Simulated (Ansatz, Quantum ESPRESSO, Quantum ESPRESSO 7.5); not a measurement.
## The basal face of Zn: relaxation and work function

Aim: the work function of the relaxed basal face of Zn, and how far the functional matters.

Calculated with Quantum ESPRESSO 7.5; plane-wave DFT, PBE, GBRV ultrasoft pseudopotentials (geometry and cross-check by Ansatz 0.2.0 with PAW datasets; geometry under PBE).

The experiments to compare with:

For Zn (polycrystalline sample, no single face), “Anisotropic work function of elemental crystals” (2019, arxiv:1902.07811) quotes earlier work: work function, loosely compared (polycrystalline sample, no single face) 4.33 eV.

**1. Set-up**

The cell holds 6 atoms: 6 Zn. Its edges and angles: a = 2.660 Å, b = 2.660 Å, c = 28.342 Å, α = 90.0°, β = 90.0°, γ = 60.0°. It derives from Zn. Vacuum lies along c.

**2. Relaxation with Ansatz of (0001)**

A relaxation in Ansatz fixes the structure of this slab for the runs on it.

The input, input.yaml:

```yaml
crystal:
  lattice:
    - [2.66, 0.0, 0.0]
    - [1.33, 2.3036275741, 0.0]
    - [0.0, 0.0, 28.3424]
  atoms:
    - { symbol: Zn, position: [0.6666666667, 0.6666666667, 0.2822626171] }
    - { symbol: Zn, position: [0.0, 0.0, 0.3693575703] }
    - { symbol: Zn, position: [0.6666666667, 0.6666666667, 0.4564525234] }
    - { symbol: Zn, position: [0.0, 0.0, 0.5435474766] }
    - { symbol: Zn, position: [0.6666666667, 0.6666666667, 0.6306424297] }
    - { symbol: Zn, position: [0.0, 0.0, 0.7177373829] }
kpoints:
  mp_grid: { grid: [12, 12, 1] }
hamiltonian:
  xc: pbe
scf:
  occupations: { method: fermi_dirac, width: 0.1 }
  convergence: { dr2_threshold: 1.0e-08 }
efield:
  axis: 3
  dipole_correction: true
  ramp_position: 0.97
  ramp_width: 0.04
relax:
  f_tol: 0.01
  constraints: [{ sites: [2, 3] }]
output:
  write_potential: true
  write_density: true
  volumetric_format: npy
```

The run is started by

```
ansatz run input.yaml --threads 4 --pin off --max-ram 8192MiB --backend cpu --events-out ev --progress --plain --runs-dir out
```

Numbers of over 12 decimals in the logs are rounded to 6 here.

What it wrote:

```text
Engine: ansatz 0.2.0, aarch64-unknown-linux-gnu
Pseudopotentials: kind: paw
Pseudopotential: Zn, paw, valence charge 12, recommended cutoff 420 eV (normal), Zn.paw.azcp
Functional definition: PBE
  parameter kappa = 0.804
  parameter beta = 0.066725
  exchange = pbe_x(kappa = kappa, mu = beta*pi^2/3)
  correlation = pbe_c(beta = beta)
Crystal: 6 atoms, lattice volume = 173.672 Å³
Basis set: ecut = 420 eV, 3461 PW (Γ), exchange–correlation on 36×36×384 points (8 copies of the dense FFT grid, shifted against one another)
Bands: 44, of which v1, the nominal top of the filled ones, is band 36 counted from 1 (35 counted from 0)
Symmetry: 6 space group operations
k-points: 19 of 144 (time reversal used)
Non-local potential: Zn, projectors of the file, l = 0: 2, l = 1: 2, l = 2: 3, l = 3: 1
PAW form: soft (Blöchl's): semilocal exchange-correlation on the pseudo side does not see the compensation charge
PAW one-centre angular grid: Zn, 590 points (default); XC on 64 Gauss nodes
Initial density: superposition of atomic densities (neutral atoms: chi_scale 0, normalization atom), corrected by the library's trained network
Initial wavefunctions: pseudopotential atomic-orbital guess
Functional: x = pbe(κ = 0.804, μ = 0.219515), c = pbe(β = 0.066725)
SCF iter   1: F=—  HF=-19913.966659 eV  |F-HF|=—  |Δ(HF+E_count)|=         —  Δρ=2.17e-3  dr2=2.21e-1  ethr=1.77e-3  p=0.001 e·Å  D=6.13e-4 V/Å  ΔV_dip=-0.02 eV  dr2_dipole=1.38e-4  V_vac-E_F(+/−)=3.95/3.96 eV  ⟨swp⟩=13.7  Hψ=5251  notcnv=0  defer=9
efield: sawtooth ramp at fractional position 0.9700 (set: `efield.ramp_position`, or a place that a band, a saddle search or an elastic batch's reference lends), width 0.0400; the density the first Hamiltonian is built on has a dipole p = 0.001 e·Å; the dipole correction subtracts the counter field D = 6.13e-4 V/Å, which shifts the + side's vacuum level by -0.02 eV against the − side's; the planar-averaged density in the ramp window peaks in size at 3.4e-5 e/Å³
preconditioner: auto → LDOS  [metal: Δε(μ)=0.066 eV  Ē_g=10.595 eV  σ=0.100 eV  W_gap=0.16  n_scr=20 (ndim 8)  ℏωp=23.9 eV  f_vac=0.444  D(μ)=1.38/eV (n_scr^D=10)  β→1.0]
SCF iter   2: F=—  HF=-19913.962758 eV  |F-HF|=—  |Δ(HF+E_count)|=   3.90e-3  Δρ=1.95e-3  dr2=1.95e-2  ethr=3.08e-4  p=0.000 e·Å  D=4.68e-5 V/Å  ΔV_dip=-0.00 eV  dr2_dipole=7.19e-7  V_vac-E_F(+/−)=4.03/4.03 eV  ⟨swp⟩=2.3  Hψ=1166  notcnv=0  defer=17
SCF iter   3: F=—  HF=-19913.960701 eV  |F-HF|=—  |Δ(HF+E_count)|=   2.06e-3  Δρ=1.07e-3  dr2=1.33e-3  ethr=2.71e-5  p=0.000 e·Å  D=5.84e-5 V/Å  ΔV_dip=-0.00 eV  dr2_dipole=4.65e-7  V_vac-E_F(+/−)=4.02/4.02 eV  ⟨swp⟩=2.0  Hψ=1541  notcnv=0  defer=17
SCF iter   4: F=—  HF=-19913.960245 eV  |F-HF|=—  |Δ(HF+E_count)|=   4.56e-4  Δρ=4.42e-4  dr2=2.27e-4  ethr=1.85e-6  p=0.000 e·Å  D=4.49e-5 V/Å  ΔV_dip=-0.00 eV  dr2_dipole=2.31e-7  V_vac-E_F(+/−)=4.02/4.02 eV  ⟨swp⟩=2.3  Hψ=1601  notcnv=0  defer=17
SCF iter   5: F=—  HF=-19913.960163 eV  |F-HF|=—  |Δ(HF+E_count)|=   8.19e-5  Δρ=6.55e-5  dr2=1.31e-5  ethr=3.15e-7  p=0.000 e·Å  D=2.39e-5 V/Å  ΔV_dip=-0.00 eV  dr2_dipole=6.39e-8  V_vac-E_F(+/−)=4.03/4.03 eV  ⟨swp⟩=2.5  Hψ=1720  notcnv=0  defer=17
SCF iter   6: F=—  HF=-19913.960148 eV  |F-HF|=—  |Δ(HF+E_count)|=   1.43e-5  Δρ=1.57e-5  dr2=1.01e-6  ethr=1.82e-8  p=0.000 e·Å  D=7.24e-6 V/Å  ΔV_dip=-0.00 eV  dr2_dipole=4.92e-9  V_vac-E_F(+/−)=4.03/4.04 eV  ⟨swp⟩=2.0  Hψ=1474  notcnv=0  defer=17
SCF iter   7: F=—  HF=-19913.960151 eV  |F-HF|=—  |Δ(HF+E_count)|=   2.67e-6  Δρ=8.49e-6  dr2=1.34e-7  ethr=1.40e-9  p=0.000 e·Å  D=1.63e-6 V/Å  ΔV_dip=-0.00 eV  dr2_dipole=1.73e-10  V_vac-E_F(+/−)=4.04/4.04 eV  ⟨swp⟩=2.0  Hψ=1489  notcnv=0  defer=15
SCF iter   8: F=—  HF=-19913.960151 eV  |F-HF|=—  |Δ(HF+E_count)|=   1.00e-8  Δρ=5.03e-6  dr2=3.93e-8  ethr=1.86e-10  p=0.000 e·Å  D=1.23e-7 V/Å  ΔV_dip=-0.00 eV  dr2_dipole=1.29e-11  V_vac-E_F(+/−)=4.04/4.04 eV  ⟨swp⟩=2.0  Hψ=1500  notcnv=0  defer=15
SCF iter   9: F=-19913.960151 eV  HF=-19913.960151 eV  |F-HF|=7.07e-9  |Δ(HF+E_count)|=   9.74e-9  Δρ=7.18e-7  dr2=2.19e-9  ethr=1.39e-11  p=-0.000 e·Å  D=-5.68e-7 V/Å  ΔV_dip=0.00 eV  dr2_dipole=4.82e-14  V_vac-E_F(+/−)=4.04/4.04 eV  ⟨swp⟩=8.5  Hψ=7342  notcnv=0
SCF 1 converged in 9 iterations: F = -19913.960151 eV  dr2 = 2.19e-9
  greatest PAW one-centre occupation: 0.982 electrons in one spin orbital (limit 2), on the Zn atom at site 0 (counted from 0), in its partial waves of l = 2
relax step   1: F+E_penalty+E_count = -19913.96015097 eV  Δ(F+E_penalty+E_count) = +0.000e0 eV  max|allowed force component| = 6.871e-2 eV/Å  Δτ_max = 0.0000 Å  (9 SCF iters, accepted)
Initial density: handed on by an earlier stage of this run
Initial wavefunctions: those handed on with the density
iter 1 solved again at ethr=3.16e-6 eV; its pass at ethr=3.10e-3 eV (dr2=2.28e-3 eV) is discarded
SCF iter   1: F=—  HF=-19913.965762 eV  |F-HF|=—  |Δ(HF+E_count)|=         —  Δρ=1.33e-3  dr2=2.30e-3  ethr=3.16e-6  p=0.000 e·Å  D=3.38e-6 V/Å  ΔV_dip=-0.00 eV  dr2_dipole=5.21e-9  V_vac-E_F(+/−)=4.04/4.04 eV  ⟨swp⟩=2.7  Hψ=3886  notcnv=0  defer=16
efield: sawtooth ramp at fractional position 0.9700 (set: `efield.ramp_position`, or a place that a band, a saddle search or an elastic batch's reference lends), width 0.0400; the density the first Hamiltonian is built on has a dipole p = 0.000 e·Å; the dipole correction subtracts the counter field D = 3.38e-6 V/Å, which shifts the + side's vacuum level by -0.00 eV against the − side's; the planar-averaged density in the ramp window peaks in size at 2.6e-6 e/Å³
preconditioner: auto → LDOS  [metal: Δε(μ)=0.104 eV  Ē_g=10.567 eV  σ=0.100 eV  W_gap=0.25  n_scr=20 (ndim 8)  ℏωp=23.9 eV  f_vac=0.440  D(μ)=1.41/eV (n_scr^D=10)  β→1.0]
SCF iter   2: F=—  HF=-19913.966046 eV  |F-HF|=—  |Δ(HF+E_count)|=   2.84e-4  Δρ=6.72e-4  dr2=1.41e-3  ethr=3.16e-6  p=-0.000 e·Å  D=-5.81e-6 V/Å  ΔV_dip=0.00 eV  dr2_dipole=5.45e-8  V_vac-E_F(+/−)=4.03/4.03 eV  ⟨swp⟩=2.0  Hψ=1527  notcnv=0  defer=16
SCF iter   3: F=—  HF=-19913.965886 eV  |F-HF|=—  |Δ(HF+E_count)|=   1.60e-4  Δρ=4.58e-4  dr2=2.14e-4  ethr=1.95e-6  p=-0.000 e·Å  D=-1.94e-6 V/Å  ΔV_dip=0.00 eV  dr2_dipole=6.90e-9  V_vac-E_F(+/−)=4.04/4.04 eV  ⟨swp⟩=2.0  Hψ=1507  notcnv=0  defer=16
SCF iter   4: F=—  HF=-19913.965807 eV  |F-HF|=—  |Δ(HF+E_count)|=   7.86e-5  Δρ=1.73e-4  dr2=3.14e-5  ethr=2.97e-7  p=-0.000 e·Å  D=-6.10e-7 V/Å  ΔV_dip=0.00 eV  dr2_dipole=1.04e-9  V_vac-E_F(+/−)=4.04/4.04 eV  ⟨swp⟩=2.0  Hψ=1501  notcnv=0  defer=16
SCF iter   5: F=—  HF=-19913.965777 eV  |F-HF|=—  |Δ(HF+E_count)|=   3.01e-5  Δρ=6.09e-5  dr2=3.96e-6  ethr=4.36e-8  p=-0.000 e·Å  D=-3.69e-8 V/Å  ΔV_dip=0.00 eV  dr2_dipole=2.62e-10  V_vac-E_F(+/−)=4.04/4.04 eV  ⟨swp⟩=2.0  Hψ=1421  notcnv=0  defer=16
SCF iter   6: F=—  HF=-19913.965776 eV  |F-HF|=—  |Δ(HF+E_count)|=   7.77e-7  Δρ=1.54e-5  dr2=2.63e-7  ethr=5.51e-9  p=0.000 e·Å  D=4.53e-7 V/Å  ΔV_dip=-0.00 eV  dr2_dipole=1.93e-11  V_vac-E_F(+/−)=4.04/4.04 eV  ⟨swp⟩=2.0  Hψ=1496  notcnv=0  defer=16
SCF iter   7: F=—  HF=-19913.965776 eV  |F-HF|=—  |Δ(HF+E_count)|=   2.40e-8  Δρ=4.90e-6  dr2=2.54e-8  ethr=3.65e-10  p=0.000 e·Å  D=6.16e-7 V/Å  ΔV_dip=-0.00 eV  dr2_dipole=7.51e-13  V_vac-E_F(+/−)=4.04/4.04 eV  ⟨swp⟩=2.7  Hψ=1884  notcnv=0  defer=16
SCF iter   8: F=-19913.965776 eV  HF=-19913.965776 eV  |F-HF|=3.35e-9  |Δ(HF+E_count)|=  8.04e-10  Δρ=1.23e-6  dr2=1.45e-9  ethr=1.39e-11  p=0.000 e·Å  D=6.80e-7 V/Å  ΔV_dip=-0.00 eV  dr2_dipole=8.50e-14  V_vac-E_F(+/−)=4.04/4.04 eV  ⟨swp⟩=10.4  Hψ=6994  notcnv=0
SCF 2 converged in 8 iterations: F = -19913.965776 eV  dr2 = 1.45e-9
  greatest PAW one-centre occupation: 0.982 electrons in one spin orbital (limit 2), on the Zn atom at site 5 (counted from 0), in its partial waves of l = 2
relax step   2: F+E_penalty+E_count = -19913.96577609 eV  Δ(F+E_penalty+E_count) = -5.625e-3 eV  max|allowed force component| = 1.603e-2 eV/Å  Δτ_max = 0.0677 Å  (8 SCF iters, accepted)
SCF iter   1: F=—  HF=-19913.967181 eV  |F-HF|=—  |Δ(HF+E_count)|=         —  Δρ=1.20e-3  dr2=1.83e-3  ethr=2.52e-5  p=0.000 e·Å  D=3.22e-6 V/Å  ΔV_dip=-0.00 eV  dr2_dipole=2.32e-9  V_vac-E_F(+/−)=4.04/4.04 eV  ⟨swp⟩=5.9  Hψ=3251  notcnv=0  defer=14
efield: sawtooth ramp at fractional position 0.9700 (set: `efield.ramp_position`, or a place that a band, a saddle search or an elastic batch's reference lends), width 0.0400; the density the first Hamiltonian is built on has a dipole p = 0.000 e·Å; the dipole correction subtracts the counter field D = 3.22e-6 V/Å, which shifts the + side's vacuum level by -0.00 eV against the − side's; the planar-averaged density in the ramp window peaks in size at 1.1e-5 e/Å³
preconditioner: auto → LDOS  [metal: Δε(μ)=0.062 eV  Ē_g=10.539 eV  σ=0.100 eV  W_gap=0.15  n_scr=20 (ndim 8)  ℏωp=23.9 eV  f_vac=0.437  D(μ)=1.40/eV (n_scr^D=10)  β→1.0]
SCF iter   2: F=—  HF=-19913.967317 eV  |F-HF|=—  |Δ(HF+E_count)|=   1.36e-4  Δρ=5.64e-4  dr2=1.39e-3  ethr=2.55e-6  p=-0.000 e·Å  D=-5.42e-7 V/Å  ΔV_dip=0.00 eV  dr2_dipole=7.06e-9  V_vac-E_F(+/−)=4.04/4.04 eV  ⟨swp⟩=2.0  Hψ=1697  notcnv=0  defer=14
SCF iter   3: F=—  HF=-19913.967170 eV  |F-HF|=—  |Δ(HF+E_count)|=   1.48e-4  Δρ=3.30e-4  dr2=1.10e-4  ethr=1.94e-6  p=0.000 e·Å  D=1.07e-6 V/Å  ΔV_dip=-0.00 eV  dr2_dipole=5.60e-10  V_vac-E_F(+/−)=4.05/4.05 eV  ⟨swp⟩=2.0  Hψ=1409  notcnv=0  defer=14
SCF iter   4: F=—  HF=-19913.967160 eV  |F-HF|=—  |Δ(HF+E_count)|=   9.73e-6  Δρ=2.65e-4  dr2=6.97e-5  ethr=1.52e-7  p=0.000 e·Å  D=1.55e-6 V/Å  ΔV_dip=-0.00 eV  dr2_dipole=6.60e-11  V_vac-E_F(+/−)=4.04/4.04 eV  ⟨swp⟩=2.5  Hψ=1662  notcnv=0  defer=14
SCF iter   5: F=—  HF=-19913.967108 eV  |F-HF|=—  |Δ(HF+E_count)|=   5.19e-5  Δρ=1.28e-4  dr2=1.62e-5  ethr=9.68e-8  p=0.000 e·Å  D=1.71e-6 V/Å  ΔV_dip=-0.00 eV  dr2_dipole=1.15e-11  V_vac-E_F(+/−)=4.04/4.04 eV  ⟨swp⟩=2.3  Hψ=1387  notcnv=0  defer=14
SCF iter   6: F=—  HF=-19913.967100 eV  |F-HF|=—  |Δ(HF+E_count)|=   7.59e-6  Δρ=3.42e-5  dr2=1.16e-6  ethr=2.25e-8  p=0.000 e·Å  D=1.81e-6 V/Å  ΔV_dip=-0.00 eV  dr2_dipole=8.41e-12  V_vac-E_F(+/−)=4.04/4.04 eV  ⟨swp⟩=2.0  Hψ=1416  notcnv=0  defer=14
SCF iter   7: F=—  HF=-19913.967101 eV  |F-HF|=—  |Δ(HF+E_count)|=   5.14e-7  Δρ=6.57e-6  dr2=4.11e-8  ethr=1.61e-9  p=0.000 e·Å  D=1.83e-6 V/Å  ΔV_dip=-0.00 eV  dr2_dipole=1.01e-12  V_vac-E_F(+/−)=4.04/4.04 eV  ⟨swp⟩=2.5  Hψ=1657  notcnv=0  defer=14
SCF iter   8: F=-19913.967101 eV  HF=-19913.967101 eV  |F-HF|=1.21e-9  |Δ(HF+E_count)|=   2.22e-9  Δρ=1.21e-6  dr2=1.33e-9  ethr=1.39e-11  p=0.000 e·Å  D=1.84e-6 V/Å  ΔV_dip=-0.00 eV  dr2_dipole=2.15e-13  V_vac-E_F(+/−)=4.04/4.04 eV  ⟨swp⟩=10.7  Hψ=7380  notcnv=0
SCF 3 converged in 8 iterations: F = -19913.967101 eV  dr2 = 1.33e-9
relax step   3: F+E_penalty+E_count = -19913.96710098 eV  Δ(F+E_penalty+E_count) = -1.325e-3 eV  max|allowed force component| = 2.442e-3 eV/Å  Δτ_max = 0.0529 Å  (8 SCF iters, accepted)
NSCF: frozen V_eff on 19 k-points
the band table was solved once a step of the walk had ended and its energy, with any forces and stress, was formed, with the checks that follow a solve (4039 applications of the Hamiltonian). They found nothing against the state; the energy, forces and stress were not computed again (output.eigenvalues in the input reference)
WARN: The output density's exchange-correlation potential varies sharply where the density is thin. Do not read a vacuum level from v_tot or v_xc, or from such a field of the output density. On a cell that repeats whose density bears no net charge and no dipole along the vacuum's axis use v_es (v_loc + v_h of the components); under efield.dipole_correction with no amplitude use v_es + v_field, which holds any externa [...]
SCF converged after 8 iterations
Free energy (F): -19913.967101 eV
Harris-Foulkes:  -19913.967101 eV  (|F-HF|=1.21e-9)
Internal energy: -19913.921581 eV  (E = F + TS)
E sigma→0 (E₀):  -19913.944341 eV
Entropy (-TS):   -0.045520 eV (-7.587 meV/atom)
Fermi energy:    3.939230 eV
Dipole field:    D = 0.000003 V/Å  (p = 0.000002 e·Å, saw-weighted, corrected)
Work function:   Φ+ = 4.0439 eV   Φ− = 4.0440 eV
Levels:          The Fermi level and band energies are counted from a zero that moves with the ramp; work functions are not
--- Per-component energies (eV) ---
  E_band       = -218.991753
  E_kinetic    = 783.855597
  E_local      = -90408.482528  (includes V_loc(G=0)·N_el)
  E_nonlocal   = 3663.219086
  E_hartree    = 44203.402492
  E_xc         = -824.695254
  E_vxc        = -313.462080  (∫ρ·V_xc dr)
  E_paw        = -10949.007511  (= ΣΔE_a)
  E_vpaw       = -2350.929033  (= ΣTr[D̂ρ^β])
  E_aug_tail   = -0.002172  (compensation charges beyond the density's cutoff)
  E_efield     = 0.000000  (sawtooth field / dipole correction)
  E_vefield    = -0.000051  (∫n·V_field dr)
  E_ewald      = 33617.788710
  E_smearing   = -0.045520  (= −TS)
  E_closure    = -0.000000  (closes the sum)
  Σ components = -19913.967101   (vs F -19913.967101, Δ=0.00e0)
--- Forces (eV/Å), atoms counted from 1 ---
  atom   1  Zn    -0.00000000     0.00000000     0.00244163
  atom   2  Zn     0.00000000    -0.00000000    -0.00216318
  atom   3  Zn     0.00000000     0.00000000    -0.06721779
  atom   4  Zn    -0.00000000    -0.00000000     0.06721778
  atom   5  Zn    -0.00000000     0.00000000     0.00216334
  atom   6  Zn    -0.00000000    -0.00000000    -0.00244180
  max |Σ_I F_I| component: 1.57e-8 eV/Å
--- Band table (eV; the first three rows and the last of 19) ---
  k-point 0: bands = [... 32 lower, -3.0668, -3.0668, -2.0742, -0.4882, 1.0406, 3.1401, 5.1726, 6.9855, ... 4 higher]
  k-point 1: bands = [... 32 lower, -3.0729, -2.8862, -1.8726, -0.3359, 1.3148, 3.3516, 5.3713, 7.1763, ... 4 higher]
  k-point 2: bands = [... 32 lower, -3.0849, -2.4468, -1.3478, 0.1212, 2.0873, 3.9815, 5.9631, 7.7463, ... 4 higher]
  k-point 18: bands = [... 32 lower, 4.2233, 4.4903, 4.4903, 4.7626, 5.1452, 5.1452, 5.4447, 6.3939, ... 4 higher]
--- Relaxed structure (3 steps of the walk, 3 accepted, 0 SCFs on fresh bases) ---
  F+E_penalty+E_count = -19913.96710098 eV   max|allowed force component| = 2.442e-3 eV/Å
  atoms:
    - { symbol: Zn, position: [0.666667, 0.666667, 0.278005] }
    - { symbol: Zn, position: [-3.594651935604119e-18, 0, 0.367079] }
    - { symbol: Zn, position: [0.666667, 0.666667, 0.4564525234] }
    - { symbol: Zn, position: [0.0, 0.0, 0.5435474766] }
    - { symbol: Zn, position: [0.666667, 0.666667, 0.632921] }
    - { symbol: Zn, position: [6.714810989958416e-18, 0, 0.721995] }
```

It took 12 s on 4 threads of Arm Neoverse V2, shared host; peak memory 0.49 GiB; 44 s of CPU time.

Step by step:

```csv
step,energy less that of the first step (eV),largest force component (eV/Å)
1,0.0000,0.0687
2,-0.0056,0.0160
3,-0.0069,0.0024
```

Forces are held to the 6 operations that the run works with; a distortion that breaks them can't arise in this run.

The atoms that moved most (Å):

```csv
atom,dx,dy,dz,length
Zn6,0.000,0.000,0.121,0.121
Zn1,0.000,0.000,-0.121,0.121
Zn5,0.000,0.000,0.065,0.065
Zn2,0.000,0.000,-0.065,0.065
```

The relaxation lowers the energy by 1 meV an atom. Held were the atoms numbered 3 and 4; the forces quoted are those on the free ones.

Read from the output:

```
free energy                     : -19913.9671 eV
energy at zero smearing         : -19913.9443 eV
smearing term TS                : 0.04552 eV
Fermi energy                    : 3.939 eV
symmetry operations             : 6
work function of the upper face : 4.044 eV
work function of the lower face : 4.044 eV
dipole along the normal         : 2.41e-6 e·Å
```

[end of part 1 of 2]

[Logs are printed without paths, hosts, clocks, repeated set-up lines and the standing remarks that a program may print on its own settings, such as how far it seeks lower states.]

[Hosts, paths, dates, database ids (printed as entryN), source tags and the programs' standing remarks are cut or masked in the printed files.]

[Maps of the electrostatic potential energy from Ansatz leave out the sawtooth potential of an applied field or a dipole correction, so their vacuum need not be flat; planar profiles and work functions include it.]
